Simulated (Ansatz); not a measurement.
# A failed many-body run on Ge2Sb2Te5 (P-3m1)

Aim: the G0W0 gap of Ge2Sb2Te5 (P-3m1). The first input has a fault.

Method: G0W0 on PBE, plane waves, PAW; PAW set soft_1, in Ansatz 0.2.0.

## (1) Set-up

Symmetry: P-3m1, No. 164, trigonal system. Conventional cell: a = 4.294 Å, b = 4.294 Å, c = 17.101 Å, α = 90.00°, β = 90.00°, γ = 120.00°. Ge has 6 Te at 3.00 to 3.04 Å nearest. Sb has 6 Te at 3.01 to 3.20 Å nearest. Te has 6 Ge at 3.04 Å nearest. Te has 3 Ge at 3.00 Å and 3 Sb at 3.20 Å nearest. Te has 3 Sb at 3.01 Å nearest. Farther neighbours and most contacts between anions are not listed.

Structure file:

```cif
data_structure
_symmetry_space_group_name_H-M 'P-3m1'
_symmetry_Int_Tables_number 164
_cell_length_a 4.2941
_cell_length_b 4.2941
_cell_length_c 17.1013
_cell_angle_alpha 90.000
_cell_angle_beta 90.000
_cell_angle_gamma 120.000
_cell_volume 273.09
loop_
_atom_site_label
_atom_site_type_symbol
_atom_site_symmetry_multiplicity
_atom_site_Wyckoff_symbol
_atom_site_fract_x
_atom_site_fract_y
_atom_site_fract_z
_atom_site_occupancy
Ge1 Ge 2 d 0.33333 0.66667 0.89711 1
Sb1 Sb 2 c 0.00000 0.00000 0.67993 1
Te1 Te 1 a 0.00000 0.00000 0.00000 1
Te2 Te 2 d 0.66667 0.33333 0.79846 1
Te3 Te 2 d 0.33333 0.66667 0.58011 1
```

The cell and positions are those that the Materials Project relaxed with its own functionals (PBE, PBE+U or r2SCAN), kept fixed. Spin-orbit coupling is left out unless a step names it.

## (2) First try

input.yaml reads:

```yaml
crystal:
  lattice:
    - [4.2940644248, 0.0, 0.0]
    - [-2.1470322124, 3.7187688774, 0.0]
    - [0.0, 0.0, 17.101346]
  atoms:
    - { symbol: Ge, position: [0.33333333, 0.66666667, 0.897105] }
    - { symbol: Ge, position: [0.66666667, 0.33333333, 0.102895] }
    - { symbol: Sb, position: [0.0, 0.0, 0.679932] }
    - { symbol: Sb, position: [0.0, 0.0, 0.320068] }
    - { symbol: Te, position: [0.0, 0.0, 0.0] }
    - { symbol: Te, position: [0.66666667, 0.33333333, 0.798458] }
    - { symbol: Te, position: [0.33333333, 0.66666667, 0.201542] }
    - { symbol: Te, position: [0.33333333, 0.66666667, 0.580108] }
    - { symbol: Te, position: [0.66666667, 0.33333333, 0.419892] }
kpoints:
  mp_grid: { grid: [6, 6, 1] }
hamiltonian:
  xc: pbe
  pseudopotentials: { kind: paw, azcp: { folder: soft_1 } }
scf:
  occupations: { method: fermi_dirac, width: 1.0 }
gw:
  n_empty_bands: 288
  ecut_chi: 60
  qp_bands: [v3, c3]
  qp_kpoints: band_edges
  screening: { model: contour_deformation }
```

The run is started by

```console
ansatz run input.yaml --threads 2 --pin off --max-ram 92160MiB --backend cuda --events-out ev --progress --plain --runs-dir out --devices 1 --max-vram 13GiB
```

Numbers of over 12 decimals in the logs are rounded to 6 here.

Log:

```text
band count auto-derived: 131 (N_el = 138.0; filled up to band 69; 83 by the electrons, moments and atoms)
GPUs: using 1 of 1 available (devices: 1).
Engine: ansatz 0.2.0, x86_64-unknown-linux-gnu
Pseudopotentials: kind: paw
Pseudopotential: Ge, paw, valence charge 14, recommended cutoff 420 eV (normal), soft_1/Ge.paw.azcp
Pseudopotential: Sb, paw, valence charge 15, recommended cutoff 420 eV (normal), soft_1/Sb.paw.azcp
Pseudopotential: Te, paw, valence charge 16, recommended cutoff 420 eV (normal), soft_1/Te.paw.azcp
Functional definition: PBE
  parameter kappa = 0.804
  parameter beta = 0.066725
  exchange = pbe_x(kappa = kappa, mu = beta*pi^2/3)
  correlation = pbe_c(beta = beta)
device memory: the entry about to start is reckoned to put 3.6 GiB on a device that reports 52.5 GiB free (of which the cap on the GPU budget leaves the run 13.0 GiB)
GPU FFT provider: cuFFT
GPU libraries: cuBLAS 13.8.2, cuFFT 12.4.0, cuSOLVER 12.3.4
Crystal: 9 atoms, lattice volume = 273.085 Å³
Basis set: ecut = 420 eV, 5295 PW (Γ)
Bands: 131, of which v1, the nominal top of the filled ones, is band 69 counted from 1 (68 counted from 0)
Symmetry: 12 space group operations
Space group: P-3m1 (ITA 164), of the structure as read, at distance tolerance 6.5e-5 Å
k-points: 7 of 36
Non-local potential: Ge, projectors of the file, l = 0: 2, l = 1: 2, l = 2: 3, l = 3: 1
Non-local potential: Sb, projectors of the file, l = 0: 2, l = 1: 2, l = 2: 2, l = 3: 1
Non-local potential: Te, projectors of the file, l = 0: 2, l = 1: 2, l = 2: 2, l = 3: 1
PAW form: soft (Blöchl's): semilocal exchange-correlation on the pseudo side does not see the compensation charge
PAW one-centre angular grid: Ge, 590 points (default); XC on 64 Gauss nodes
PAW one-centre angular grid: Sb, 590 points (default); XC on 64 Gauss nodes
PAW one-centre angular grid: Te, 590 points (default); XC on 64 Gauss nodes
Initial density: superposition of atomic densities (chi_scale 0.1, normalization cell, long waves kept (reshape's long-wave potential 0.31 eV rms))
Initial wavefunctions: pseudopotential atomic-orbital guess
GPU buffer pool allocated for 108000 grid points (all kernels)
GPU transforms: local potential and band sums: pruned to the plane-wave sphere, on 30×30×120
Functional: x = pbe(κ = 0.804, μ = 0.219515), c = pbe(β = 0.066725)
SCF iter   1: F=—  HF=-56468.052345 eV  |F-HF|=—  |Δ(HF+E_count)|=         —  Δρ=1.48e-2  dr2=1.55e1  ethr=3.10e-3  ⟨swp⟩=12.0  Hψ=5961  notcnv=0
preconditioner: auto → Kerker (q_TF=auto, 2.435 Å⁻¹)  [metal: Δε(μ)=0.214 eV  Ē_g=15.252 eV  σ=1.000 eV  W_gap=0.05  n_scr=66 (ndim 8)  ℏωp=15.6 eV  f_vac=0.005  D(μ)=4.95/eV (n_scr^D=26)]
SCF iter   2: F=—  HF=-56467.713477 eV  |F-HF|=—  |Δ(HF+E_count)|=   3.39e-1  Δρ=9.18e-3  dr2=6.68e0  ethr=3.10e-3  ⟨swp⟩=1.7  Hψ=1098  notcnv=0
SCF iter   3: F=—  HF=-56467.490681 eV  |F-HF|=—  |Δ(HF+E_count)|=   2.23e-1  Δρ=3.31e-3  dr2=2.93e-1  ethr=3.10e-3  ⟨swp⟩=2.0  Hψ=1025  notcnv=0
SCF iter   4: F=—  HF=-56467.455699 eV  |F-HF|=—  |Δ(HF+E_count)|=   3.50e-2  Δρ=2.03e-3  dr2=7.15e-2  ethr=2.13e-4  ⟨swp⟩=2.0  Hψ=1442  notcnv=0
SCF iter   5: F=—  HF=-56467.450994 eV  |F-HF|=—  |Δ(HF+E_count)|=   4.70e-3  Δρ=8.54e-4  dr2=1.16e-2  ethr=5.18e-5  ⟨swp⟩=1.6  Hψ=953  notcnv=0
SCF iter   6: F=—  HF=-56467.450539 eV  |F-HF|=—  |Δ(HF+E_count)|=   4.55e-4  Δρ=3.74e-4  dr2=2.34e-3  ethr=8.39e-6  ⟨swp⟩=2.4  Hψ=1427  notcnv=0
SCF iter   7: F=—  HF=-56467.450709 eV  |F-HF|=—  |Δ(HF+E_count)|=   1.70e-4  Δρ=1.55e-4  dr2=2.46e-4  ethr=1.70e-6  ⟨swp⟩=2.0  Hψ=1164  notcnv=0
SCF iter   8: F=—  HF=-56467.450822 eV  |F-HF|=—  |Δ(HF+E_count)|=   1.13e-4  Δρ=5.69e-5  dr2=2.02e-5  ethr=1.78e-7  ⟨swp⟩=2.0  Hψ=1314  notcnv=0
SCF iter   9: F=—  HF=-56467.450838 eV  |F-HF|=—  |Δ(HF+E_count)|=   1.58e-5  Δρ=1.97e-5  dr2=3.58e-6  ethr=1.46e-8  ⟨swp⟩=2.3  Hψ=1301  notcnv=0
SCF iter  10: F=—  HF=-56467.450839 eV  |F-HF|=—  |Δ(HF+E_count)|=   1.07e-6  Δρ=8.99e-6  dr2=9.98e-7  ethr=2.59e-9  ⟨swp⟩=2.0  Hψ=1549  notcnv=0
SCF iter  11: F=—  HF=-56467.450839 eV  |F-HF|=—  |Δ(HF+E_count)|=   6.80e-8  Δρ=4.94e-6  dr2=1.74e-7  ethr=7.23e-10  ⟨swp⟩=2.4  Hψ=1434  notcnv=0
SCF iter  12: F=-56467.450839 eV  HF=-56467.450839 eV  |F-HF|=2.27e-9  |Δ(HF+E_count)|=   7.04e-8  Δρ=1.40e-6  dr2=1.25e-8  ethr=7.25e-11  ⟨swp⟩=11.3  Hψ=3723  notcnv=0
SCF 1 converged in 12 iterations: F = -56467.450839 eV  dr2 = 1.25e-8
[...]
device memory: the entry about to start is reckoned to put 4.3 GiB (of the 4.4 GiB reckoned in all, the device holds 0.1 GiB already) on a device that reports 49.9 GiB free (of which the cap on the GPU budget leaves the run 12.9 GiB)
NSCF: frozen V_eff on 7 k-points
[...]
device memory: the entry about to start is reckoned to put 3.4 GiB on a device that reports 50.8 GiB free (of which the cap on the GPU budget leaves the run 13.0 GiB)
NSCF: frozen V_eff on 7 k-points
SCF converged after 12 iterations
Free energy (F): -56467.450839 eV
Harris-Foulkes:  -56467.450839 eV  (|F-HF|=2.27e-9)
Internal energy: -56450.821587 eV  (E = F + TS)
E sigma→0 (E₀):  -56459.136213 eV
Entropy (-TS):   -16.629252 eV (-1847.695 meV/atom)
Fermi energy:    9.210248 eV
--- Per-component energies (eV) ---
  E_band       = -1924.940373
  E_kinetic    = 1370.252245
  E_local      = -15941.184311  (includes V_loc(G=0)·N_el)
  E_nonlocal   = 1530.046539
  E_hartree    = 7587.584463
  E_xc         = -952.683440
  E_vxc        = -819.395862  (∫ρ·V_xc dr)
  E_paw        = -36449.203625  (= ΣΔE_a)
  E_vpaw       = -3239.821478  (= ΣTr[D̂ρ^β])
  E_aug_tail   = 0.000745  (compensation charges beyond the density's cutoff)
  E_ewald      = -13595.634202
  E_smearing   = -16.629252  (= −TS)
  E_closure    = 0.000000  (closes the sum)
  Σ components = -56467.450839   (vs F -56467.450839, Δ=0.00e0)
--- Band table (eV; the first three rows and the last of 7) ---
  k-point 0: bands = [... 65 lower, 7.8306, 8.0979, 8.3151, 9.2350, 9.5468, 9.5842, 9.5842, 10.2286, ... 58 higher]
  k-point 1: bands = [... 65 lower, 7.8979, 8.0084, 8.4607, 8.9529, 9.8387, 9.9053, 10.4146, 10.4869, ... 58 higher]
  k-point 2: bands = [... 65 lower, 7.2795, 7.7138, 8.0380, 8.4142, 10.1400, 10.1790, 10.5867, 10.7836, ... 58 higher]
  k-point 6: bands = [... 65 lower, 6.8777, 8.3460, 8.3460, 8.4690, 9.9941, 9.9941, 10.2368, 11.9291, ... 58 higher]
```

Run time: 17 s. Hardware: 1 × NVIDIA H100 80GB HBM3 (shared by 6 runs) with 2 threads of AMD EPYC 7R13 (Zen 3), shared host; peak memory 1.2 GiB.

**What went wrong?**

The self-consistent loop converged; the step after it was not made.

The fault: smeared occupations of electronvolts. A wide smearing fills conduction states and empties valence ones, so the start is no longer the insulator.

## (3) A better input

G0W0 replaces the xc potential by the self-energy, built once from these orbitals. Only a window of levels is corrected, while the sums run over the empty bands that the input names. This step takes PAW set soft_1 files.

input.yaml, as its differences from that of step 2:

```diff
@@ -21,6 +21,6 @@
 scf:
-  occupations: { method: fermi_dirac, width: 1.0 }
+  occupations: { method: fixed }
 gw:
-  n_empty_bands: 288
-  ecut_chi: 60
+  n_empty_bands: 219
+  ecut_chi: 50
   qp_bands: [v3, c3]
```

Log:

```text
GPUs: using 1 of 1 available (devices: 1).
[...]
GPU FFT provider: cuFFT
GPU libraries: cuBLAS 13.8.2, cuFFT 12.4.0, cuSOLVER 12.3.4
Crystal: 9 atoms, lattice volume = 273.085 Å³
Basis set: ecut = 420 eV, 5295 PW (Γ)
Bands: 83, of which v1, the nominal top of the filled ones, is band 69 counted from 1 (68 counted from 0)
[... 1 set-up line as in the run before ...]
[...]
k-points: 7 of 36
[...]
GPU buffer pool allocated for 108000 grid points (all kernels)
[...]
SCF iter   1: F=—  HF=-56460.932716 eV  |F-HF|=—  |Δ(HF+E_count)|=         —  Δρ=1.54e-2  dr2=1.05e1  ethr=3.10e-3  ⟨swp⟩=4.9  Hψ=1861  notcnv=0  defer=80
[...]
SCF iter  11: F=-56460.360881 eV  HF=-56460.360881 eV  |F-HF|=1.31e-8  |Δ(HF+E_count)|=   1.31e-7  Δρ=1.39e-6  dr2=8.37e-9  ethr=7.25e-11  ⟨swp⟩=13.0  Hψ=2714  notcnv=0
SCF 1 converged in 11 iterations: F = -56460.360881 eV  dr2 = 8.37e-9
[...]
0    70      9.5063    -9.7141    -2.5745   -12.5162  0.7440     9.7387     9.7338  root
     0    71      9.5063    -9.7141    -2.5745   -12.5162  0.7440     9.7387     9.7338  root
     0    72      9.5514    -9.4169    -2.9371   -12.6244  0.7532     9.8374     9.8218  root ?
     1    67      8.1649   -15.3179     1.5016   -13.9314  0.7325     8.2793     8.2800  root
     1    68      8.5658   -15.2789     1.0741   -14.4269  0.7391     8.7860     8.7878  root
     1    69      9.0021   -14.6854     0.6279   -14.3037  0.7442     9.2461     9.2482  root
[...]
4    72     10.1115    -9.6825    -2.9384   -12.8914  0.7392    10.3978    10.3821  root ?
[...]
6    68      8.4562   -14.9834     1.1383   -14.0152  0.7378     8.6249     8.6262  root
     6    69      8.5653   -15.0921     1.0786   -14.1938  0.7399     8.7443     8.7456  root
     6    70      9.9321    -9.4197    -2.9683   -12.6519  0.7434    10.2080    10.1960  root
     6    71      9.9321    -9.4197    -2.9683   -12.6519  0.7434    10.2080    10.1960  root
     6    72     10.1759    -9.4592    -3.0328   -12.7633  0.7404    10.4636    10.4473  root ?
[key lines of the parts left out:]
SCF converged after 11 iterations
Free energy (F): -56460.360881 eV
Fermi energy:    9.231845 eV
```

Wall time 20 s (1 × NVIDIA H100 80GB HBM3 (shared by 6 runs) with 2 threads); peak memory 1.4 GiB; 22 s of CPU time.

Numbers from this step:

| Property | Result |
| --- | --- |
| bands summed | 288 |
| RPA ε∞ on this mesh (eigenvalues) | 59.32, 213.9, 213.9 |
| plane waves in the screening matrix | 229 |
| q-points in the mesh | 36 |
| G0W0 gap on the mesh | 0.2393 eV |
| k of the valence top | 0, 0, 0 |
| k of the conduction bottom | 0, 0, 0 |
| starting gap on the mesh | 0.2744 eV |
| Z at the valence top | 0.7456 |
| Z at the conduction bottom | 0.7440 |
| least direct G0W0 gap on the computed points | 0.2393 eV |

The gap on the mesh goes from 0.27 eV to 0.24 eV, a correction of −0.04 eV. Between the two edge states, bare exchange in place of the xc potential would open the gap by 2.92 eV, and correlation takes back 2.95 eV.

## (4) Results

```yaml
first_try: the many-body step was refused after 17 s
better_run: G0W0 gap on the mesh 0.24 eV (6×6×1 mesh, 219 empty bands, screening to 50 eV, PAW set soft_1 files)
```

In words: The second run differs in: empty bands, screening cutoff (eV) and smearing (eV). Bands and cutoff are finite, so the gap is not at the basis limit. The miss can reach some tenths of an eV and take either sign; the mesh is an error of its own. The 6×6×1 mesh is coarse for this cell (its supercell is 17 Å along the shortest edge). The RPA ε∞ on it, from the PBE start, is 59.32 and 213.88; such meshes misread the long-range screening, most where the gap is narrow. With atoms this heavy and so narrow a gap, spin-orbit coupling can invert the bands. These scalar-relativistic gaps are then model values, not to be set against experiment, and a spin-orbit change taken from DFT can't simply be added. On this mesh the RPA ε∞ passes 90, more than nearly any semiconductor shows; a coarse mesh does this where one point with a narrow direct gap carries much weight. The screening is then too strong, and the G0W0 gap should not be taken as the material's.

[Paths, hosts, dates, memory and timing lines, banners, echoed tables and standing remarks are left out of the program output.]

[Logs are printed without paths, hosts, clocks, repeated set-up lines and the standing remarks that a program may print on its own settings, such as how far it seeks lower states.]

[Runs of the session that timed out or met a known fault of the program may be left out.]

[Cells called generated may have been cut or substituted from an entry of the Crystallography Open Database or the Materials Project.]

[Hosts, paths, dates, database ids (printed as entryN), source tags and the programs' standing remarks are cut or masked in the printed files.]
